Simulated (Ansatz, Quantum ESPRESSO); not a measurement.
# TlSi3 (Pm-3m): zone-centre phonons

Aim: the zone-centre modes of TlSi3 (Pm-3m).

Calculated with Quantum ESPRESSO 7.5; DFT LDA, scalar-relativistic, plane waves, PseudoDojo norm-conserving pseudopotentials.

The structure was built from a prototype and need not be the compound's stable phase.

### Step 1. The starting structure

It takes space group Pm-3m (No. 221, cubic). Conventional cell: a = 4.142 Å, b = 4.142 Å, c = 4.142 Å, α = 90.00°, β = 90.00°, γ = 90.00°. Tl has 12 Si at 2.93 Å nearest. Nearest to Si lie 4 Tl at 2.93 Å and 8 Si at 2.93 Å. Farther neighbours are not listed.

Coordinates:

```
CELL_PARAMETERS angstrom
4.14160 0.00000 0.00000
0.00000 4.14160 0.00000
0.00000 0.00000 4.14160
ATOMIC_POSITIONS crystal
Tl 0.00000 0.00000 0.00000
Si 0.00000 0.50000 0.50000
Si 0.50000 0.00000 0.50000
Si 0.50000 0.50000 0.00000
```

### Step 2. A first look

Before anything dear is run, a loose run with smearing shows whether this is a metal and how far the cell is from rest.

The input, probe.in:

```
 &control
    calculation='scf',
    prefix='x',
    outdir='./tmp',
    pseudo_dir='./pseudo',
    tprnfor=.true.,
    tstress=.true.,
    verbosity='high',
 /
 &system
    ibrav=1,
    celldm(1)=7.82648068,
    nat=4,
    ntyp=2,
    ecutwfc=62.0,
    occupations='smearing',
    smearing='gaussian',
    degauss=0.01,
 /
 &electrons
    conv_thr=1.0d-07,
    mixing_beta=0.7,
    electron_maxstep=100,
 /
ATOMIC_SPECIES
 Tl    204.3800  Tl.upf
 Si     28.0850  Si.upf
ATOMIC_POSITIONS crystal
 Tl     0.000000000   0.000000000   0.000000000
 Si     0.000000000   0.500000000   0.500000000
 Si     0.500000000   0.000000000   0.500000000
 Si     0.500000000   0.500000000   0.000000000
K_POINTS automatic
 4 4 4 0 0 0
```

On the command line:

```console
> OMP_NUM_THREADS=1 mpirun -n 4 pw.x -nk 4 -in probe.in > probe.out
```

What it wrote:

```text
[banners, grids, parts of the stress and lines that vanish by symmetry left out]
Program PWSCF v.7.5
     bravais-lattice index     =            1
     lattice parameter (alat)  =       7.8265  a.u.
[...]
kinetic-energy cutoff     =      62.0000  Ry
     charge density cutoff     =     248.0000  Ry
     scf convergence threshold =      1.0E-07
[...]
Exchange-correlation= SLA  PW   NOGX NOGC
                           (   1   4   0   0   0   0   0)
[...]
48 Sym. Ops., with inversion, found
[...]
(     0          1          0      )
                  (     0          0          1      )
[...]
(  0.0000000  1.0000000  0.0000000 )
                  (  0.0000000  0.0000000  1.0000000 )
[...]
(     0         -1          0      )
                  (     0          0          1      )
[...]
(     1          0          0      )
[...]
( -1.0000000  0.0000000  0.0000000 )
                  (  0.0000000  1.0000000  0.0000000 )
[...]
number of k points=    10  Gaussian smearing, width (Ry)=  0.0100
[...]
End of self-consistent calculation
[...]
the Fermi energy is    10.8955 ev
!    total energy              =    -146.72551310 Ry
[...]
convergence has been achieved in   6 iterations
[...]
atom    1 type  1   force =     0.00000000    0.00000000    0.00000000
     atom    2 type  2   force =     0.00000000    0.00000000    0.00000000
     atom    3 type  2   force =     0.00000000    0.00000000    0.00000000
     atom    4 type  2   force =     0.00000000    0.00000000    0.00000000
[...]
Total force =     0.000000     Total SCF correction =     0.000000
[...]
total   stress  (Ry/bohr**3)                   (kbar)     P=       22.08
[...]
XML data file, charge density, pseudopotentials, collected wavefunctions

   JOB DONE.
```

The job ended after 3.9 s (4 MPI ranks of Intel Xeon 6975P-C (Granite Rapids), shared host; 15 s of CPU time).

This step gave:

```
volume per atom   : 17.76 Å³
pressure          : 2.208 GPa
gap on the k-mesh : 0 eV
```

No gap opens on this mesh, so smearing is kept; the start stands at 2.2 GPa.

### Step 3. Relaxation

The relaxation runs at a cutoff a fifth above that of the response, since stress converges more slowly with the basis than frequencies do. Forces and stress are brought to rest with tight thresholds.

The input, relax.in:

```
 &control
    calculation='vc-relax',
    prefix='x',
    outdir='./tmp',
    pseudo_dir='./pseudo',
    tprnfor=.true.,
    tstress=.true.,
    forc_conv_thr=2.0d-05,
    etot_conv_thr=1.0d-07,
    nstep=40,
 /
 &system
    ibrav=1,
    celldm(1)=7.82648068,
    nat=4,
    ntyp=2,
    ecutwfc=74,
    occupations='smearing',
    smearing='mv',
    degauss=0.02,
 /
 &electrons
    conv_thr=1.0d-11,
    mixing_beta=0.7,
    electron_maxstep=100,
 /
 &ions
 /
 &cell
    press_conv_thr=0.2,
 /
ATOMIC_SPECIES
 Tl    204.3800  Tl.upf
 Si     28.0850  Si.upf
ATOMIC_POSITIONS crystal
 Tl     0.000000000   0.000000000   0.000000000
 Si     0.000000000   0.500000000   0.500000000
 Si     0.500000000   0.000000000   0.500000000
 Si     0.500000000   0.500000000   0.000000000
K_POINTS automatic
 8 8 8 0 0 0
```

On the command line:

```console
> OMP_NUM_THREADS=1 mpirun -n 4 pw.x -nk 4 -in relax.in > relax.out
```

What it wrote:

```text
[banners, grids, parts of the stress and lines that vanish by symmetry left out]
[banner, memory and clock lines left out]
Program PWSCF v.7.5

[...]
kinetic-energy cutoff     =      74.0000  Ry
     charge density cutoff     =     296.0000  Ry
     scf convergence threshold =      1.0E-11
[...]
energy convergence thresh.=      1.0E-07
     force convergence thresh. =      2.0E-05
     press convergence thresh. =      2.0E-01
     Exchange-correlation= SLA  PW   NOGX NOGC
                           (   1   4   0   0   0   0   0)
[...]
48 Sym. Ops., with inversion, found
[...]
number of k points=    35  Marzari-Vanderbilt smearing, width (Ry)=  0.0200
[...]
End of self-consistent calculation
[...]
the Fermi energy is    10.7639 ev
!    total energy              =    -146.71881418 Ry
[...]
convergence has been achieved in   9 iterations
[...]
atom    1 type  1   force =     0.00000000    0.00000000    0.00000000
     atom    2 type  2   force =     0.00000000    0.00000000    0.00000000
     atom    3 type  2   force =     0.00000000    0.00000000    0.00000000
     atom    4 type  2   force =     0.00000000    0.00000000    0.00000000
     Total force =     0.000000     Total SCF correction =     0.000000
[...]
total   stress  (Ry/bohr**3)                   (kbar)     P=       19.26
[...]
number of bfgs steps    =   0
[...]
CELL_PARAMETERS (alat=  7.82648068)
[...]
ATOMIC_POSITIONS (crystal)
Tl               0.0000000000        0.0000000000        0.0000000000
Si               0.0000000000        0.5000000000        0.5000000000
Si               0.5000000000        0.0000000000        0.5000000000
Si               0.5000000000        0.5000000000        0.0000000000
[...]
New effective cutoffs (rho, wfc):  293.90   73.52
[...]
End of self-consistent calculation
[...]
the Fermi energy is    10.6163 ev
!    total energy              =    -146.71930340 Ry
[...]
convergence has been achieved in   6 iterations
[...]
atom    1 type  1   force =     0.00000000    0.00000000    0.00000000
     atom    2 type  2   force =     0.00000000    0.00000000    0.00000000
     atom    3 type  2   force =     0.00000000    0.00000000    0.00000000
     atom    4 type  2   force =     0.00000000    0.00000000    0.00000000
     Total force =     0.000000     Total SCF correction =     0.000000
[...]
total   stress  (Ry/bohr**3)                   (kbar)     P=       11.28
[...]
number of bfgs steps    =   1
[...]
CELL_PARAMETERS (alat=  7.82648068)
[...]
ATOMIC_POSITIONS (crystal)
[...]
New effective cutoffs (rho, wfc):  291.80   72.99
[...]
End of self-consistent calculation
[...]
the Fermi energy is    10.4561 ev
!    total energy              =    -146.71955522 Ry
[...]
convergence has been achieved in   7 iterations
[...]
atom    1 type  1   force =     0.00000000    0.00000000    0.00000000
     atom    2 type  2   force =     0.00000000    0.00000000    0.00000000
     atom    3 type  2   force =     0.00000000    0.00000000    0.00000000
     atom    4 type  2   force =     0.00000000    0.00000000    0.00000000
     Total force =     0.000000     Total SCF correction =     0.000000
[...]
total   stress  (Ry/bohr**3)                   (kbar)     P=        2.96
[...]
number of bfgs steps    =   2
[...]
CELL_PARAMETERS (alat=  7.82648068)
[...]
ATOMIC_POSITIONS (crystal)
[...]
New effective cutoffs (rho, wfc):  291.05   72.80
[...]
End of self-consistent calculation
[...]
the Fermi energy is    10.3990 ev
!    total energy              =    -146.71957476 Ry
[...]
convergence has been achieved in   7 iterations
[...]
atom    1 type  1   force =     0.00000000    0.00000000    0.00000000
     atom    2 type  2   force =     0.00000000    0.00000000    0.00000000
     atom    3 type  2   force =     0.00000000    0.00000000    0.00000000
     atom    4 type  2   force =     0.00000000    0.00000000    0.00000000
     Total force =     0.000000     Total SCF correction =     0.000000
[...]
total   stress  (Ry/bohr**3)                   (kbar)     P=        0.08
[...]
number of bfgs steps    =   3
[...]
CELL_PARAMETERS (alat=  7.82648068)
[...]
ATOMIC_POSITIONS (crystal)
[...]
New effective cutoffs (rho, wfc):  291.03   72.80
[...]
End of self-consistent calculation
[...]
the Fermi energy is    10.3974 ev
!    total energy              =    -146.71957478 Ry
[...]
convergence has been achieved in   6 iterations
[...]
atom    1 type  1   force =     0.00000000    0.00000000    0.00000000
     atom    2 type  2   force =     0.00000000    0.00000000    0.00000000
     atom    3 type  2   force =     0.00000000    0.00000000    0.00000000
     atom    4 type  2   force =     0.00000000    0.00000000    0.00000000
     Total force =     0.000000     Total SCF correction =     0.000000
[...]
total   stress  (Ry/bohr**3)                   (kbar)     P=        0.00
[...]
bfgs converged in   5 scf cycles and   4 bfgs steps
[...]
End of BFGS Geometry Optimization
     Final enthalpy           =    -146.7195747762 Ry
     File ./tmp/x.bfgs deleted, as requested
[...]
CELL_PARAMETERS (alat=  7.82648068)
[...]
ATOMIC_POSITIONS (crystal)
[...]
Si               0.5000000000        0.0000000000        0.5000000000
Si               0.5000000000        0.5000000000        0.0000000000
[...]
Final scf calculation at the relaxed structure.
[...]
kinetic-energy cutoff     =      74.0000  Ry
     charge density cutoff     =     296.0000  Ry
     scf convergence threshold =      1.0E-13
[...]
press convergence thresh. =      2.0E-01
     Exchange-correlation= SLA  PW   NOGX NOGC
                           (   1   4   0   0   0   0   0)
[...]
48 Sym. Ops., with inversion, found
[...]
number of k points=    35  Marzari-Vanderbilt smearing, width (Ry)=  0.0200
[...]
c_bands:  1 eigenvalues not converged
     c_bands:  1 eigenvalues not converged
[...]
End of self-consistent calculation
[...]
the Fermi energy is    10.3973 ev
!    total energy              =    -146.71957624 Ry
[...]
convergence has been achieved in  10 iterations
[...]
atom    1 type  1   force =     0.00000000    0.00000000    0.00000000
     atom    2 type  2   force =     0.00000000    0.00000000    0.00000000
     atom    3 type  2   force =     0.00000000    0.00000000    0.00000000
     atom    4 type  2   force =     0.00000000    0.00000000    0.00000000
     Total force =     0.000000     Total SCF correction =     0.000000
[...]
total   stress  (Ry/bohr**3)                   (kbar)     P=       -0.00
[...]
XML data file, charge density, pseudopotentials, collected wavefunctions
```

The job ended after 84 s (4 MPI ranks).

Step by step:

```tsv
step	energy less that of the first step (eV)	largest force (eV/Å)	pressure (GPa)	volume (Å³)
1	0.0000	0.0000	1.93	71.04
2	-0.0067	0.0000	1.13	71.74
3	-0.0101	0.0000	0.30	72.52
4	-0.0103	0.0000	0.01	72.80
5	-0.0103	0.0000	0.00	72.80
6	-0.0104	0.0000	0.00	72.80
```

```tsv
conventional cell, symmetrised	before	after	change
a (Å)	4.142	4.176	+0.8 %
b (Å)	4.142	4.176	+0.8 %
c (Å)	4.142	4.176	+0.8 %
volume (Å³/atom)	17.76	18.20	+2.5 %
```

The relaxed structure:

```cif
data_structure
_symmetry_space_group_name_H-M 'P 1'
_symmetry_Int_Tables_number 1
_cell_length_a 4.1756
_cell_length_b 4.1756
_cell_length_c 4.1756
_cell_angle_alpha 90.000
_cell_angle_beta 90.000
_cell_angle_gamma 90.000
_cell_volume 72.80
loop_
_atom_site_label
_atom_site_type_symbol
_atom_site_fract_x
_atom_site_fract_y
_atom_site_fract_z
_atom_site_occupancy
Tl1 Tl 0.00000 0.00000 0.00000 1
Si2 Si 0.00000 0.50000 0.50000 1
Si3 Si 0.50000 0.00000 0.50000 1
Si4 Si 0.50000 0.50000 0.00000 1
```

The last row of the table of steps is pw.x's closing run on a basis chosen anew for the final cell, so its energy can jump.

Numbers from this step:

```yaml
volume_per_atom: 18.20 Å³
pressure: 0 GPa
```

The volume changes by +2.5 % from the cell with which this run began.

### Step 4. Self-consistent run for the response

Perturbation theory inherits every error of the wavefunctions, so the threshold is set near the limit of the arithmetic. Smearing stays on, as the first look found no gap above 0.3 eV.

The input, scf.in:

```
 &control
    calculation='scf',
    prefix='x',
    outdir='./tmp',
    pseudo_dir='./pseudo',
    tprnfor=.true.,
    tstress=.true.,
 /
 &system
    ibrav=1,
    celldm(1)=7.89072829,
    nat=4,
    ntyp=2,
    ecutwfc=62.0,
    occupations='smearing',
    smearing='mv',
    degauss=0.02,
 /
 &electrons
    conv_thr=1.0d-12,
    mixing_beta=0.7,
    electron_maxstep=100,
 /
ATOMIC_SPECIES
 Tl    204.3800  Tl.upf
 Si     28.0850  Si.upf
ATOMIC_POSITIONS crystal
 Tl     0.000000000   0.000000000   0.000000000
 Si     0.000000000   0.500000000   0.500000000
 Si     0.500000000   0.000000000   0.500000000
 Si     0.500000000   0.500000000   0.000000000
K_POINTS automatic
 8 8 8 0 0 0
```

On the command line:

```console
> OMP_NUM_THREADS=1 mpirun -n 4 pw.x -nk 4 -in scf.in > scf.out
```

What it wrote:

```text
[banners, grids, parts of the stress and lines that vanish by symmetry left out]
[banner, memory and clock lines left out]
Program PWSCF v.7.5

[...]
kinetic-energy cutoff     =      62.0000  Ry
     charge density cutoff     =     248.0000  Ry
     scf convergence threshold =      1.0E-12
[...]
Exchange-correlation= SLA  PW   NOGX NOGC
                           (   1   4   0   0   0   0   0)
[...]
48 Sym. Ops., with inversion, found
[...]
number of k points=    35  Marzari-Vanderbilt smearing, width (Ry)=  0.0200
[...]
End of self-consistent calculation
[...]
the Fermi energy is    10.3974 ev
!    total energy              =    -146.71953562 Ry
[...]
convergence has been achieved in  11 iterations
[...]
atom    1 type  1   force =     0.00000000    0.00000000    0.00000000
     atom    2 type  2   force =     0.00000000    0.00000000    0.00000000
     atom    3 type  2   force =     0.00000000    0.00000000    0.00000000
     atom    4 type  2   force =     0.00000000    0.00000000    0.00000000
     Total force =     0.000000     Total SCF correction =     0.000000
[...]
total   stress  (Ry/bohr**3)                   (kbar)     P=       -0.10
[...]
XML data file, charge density, pseudopotentials, collected wavefunctions
```

Wall time 13 s (4 MPI ranks).

Numbers from this step:

```
pressure : -0.01 GPa
```

The cell stands at -0.01 GPa, close enough for phonons.

(Continued in part 2 of 3.)

[Host names and launcher messages were left out of these logs when they were recorded.]

[Logs are printed without paths, hosts, clocks, repeated set-up lines and the standing remarks that a program may print on its own settings, such as how far it seeks lower states.]

[Hosts, paths, dates, database ids (printed as entryN), source tags and the programs' standing remarks are cut or masked in the printed files.]
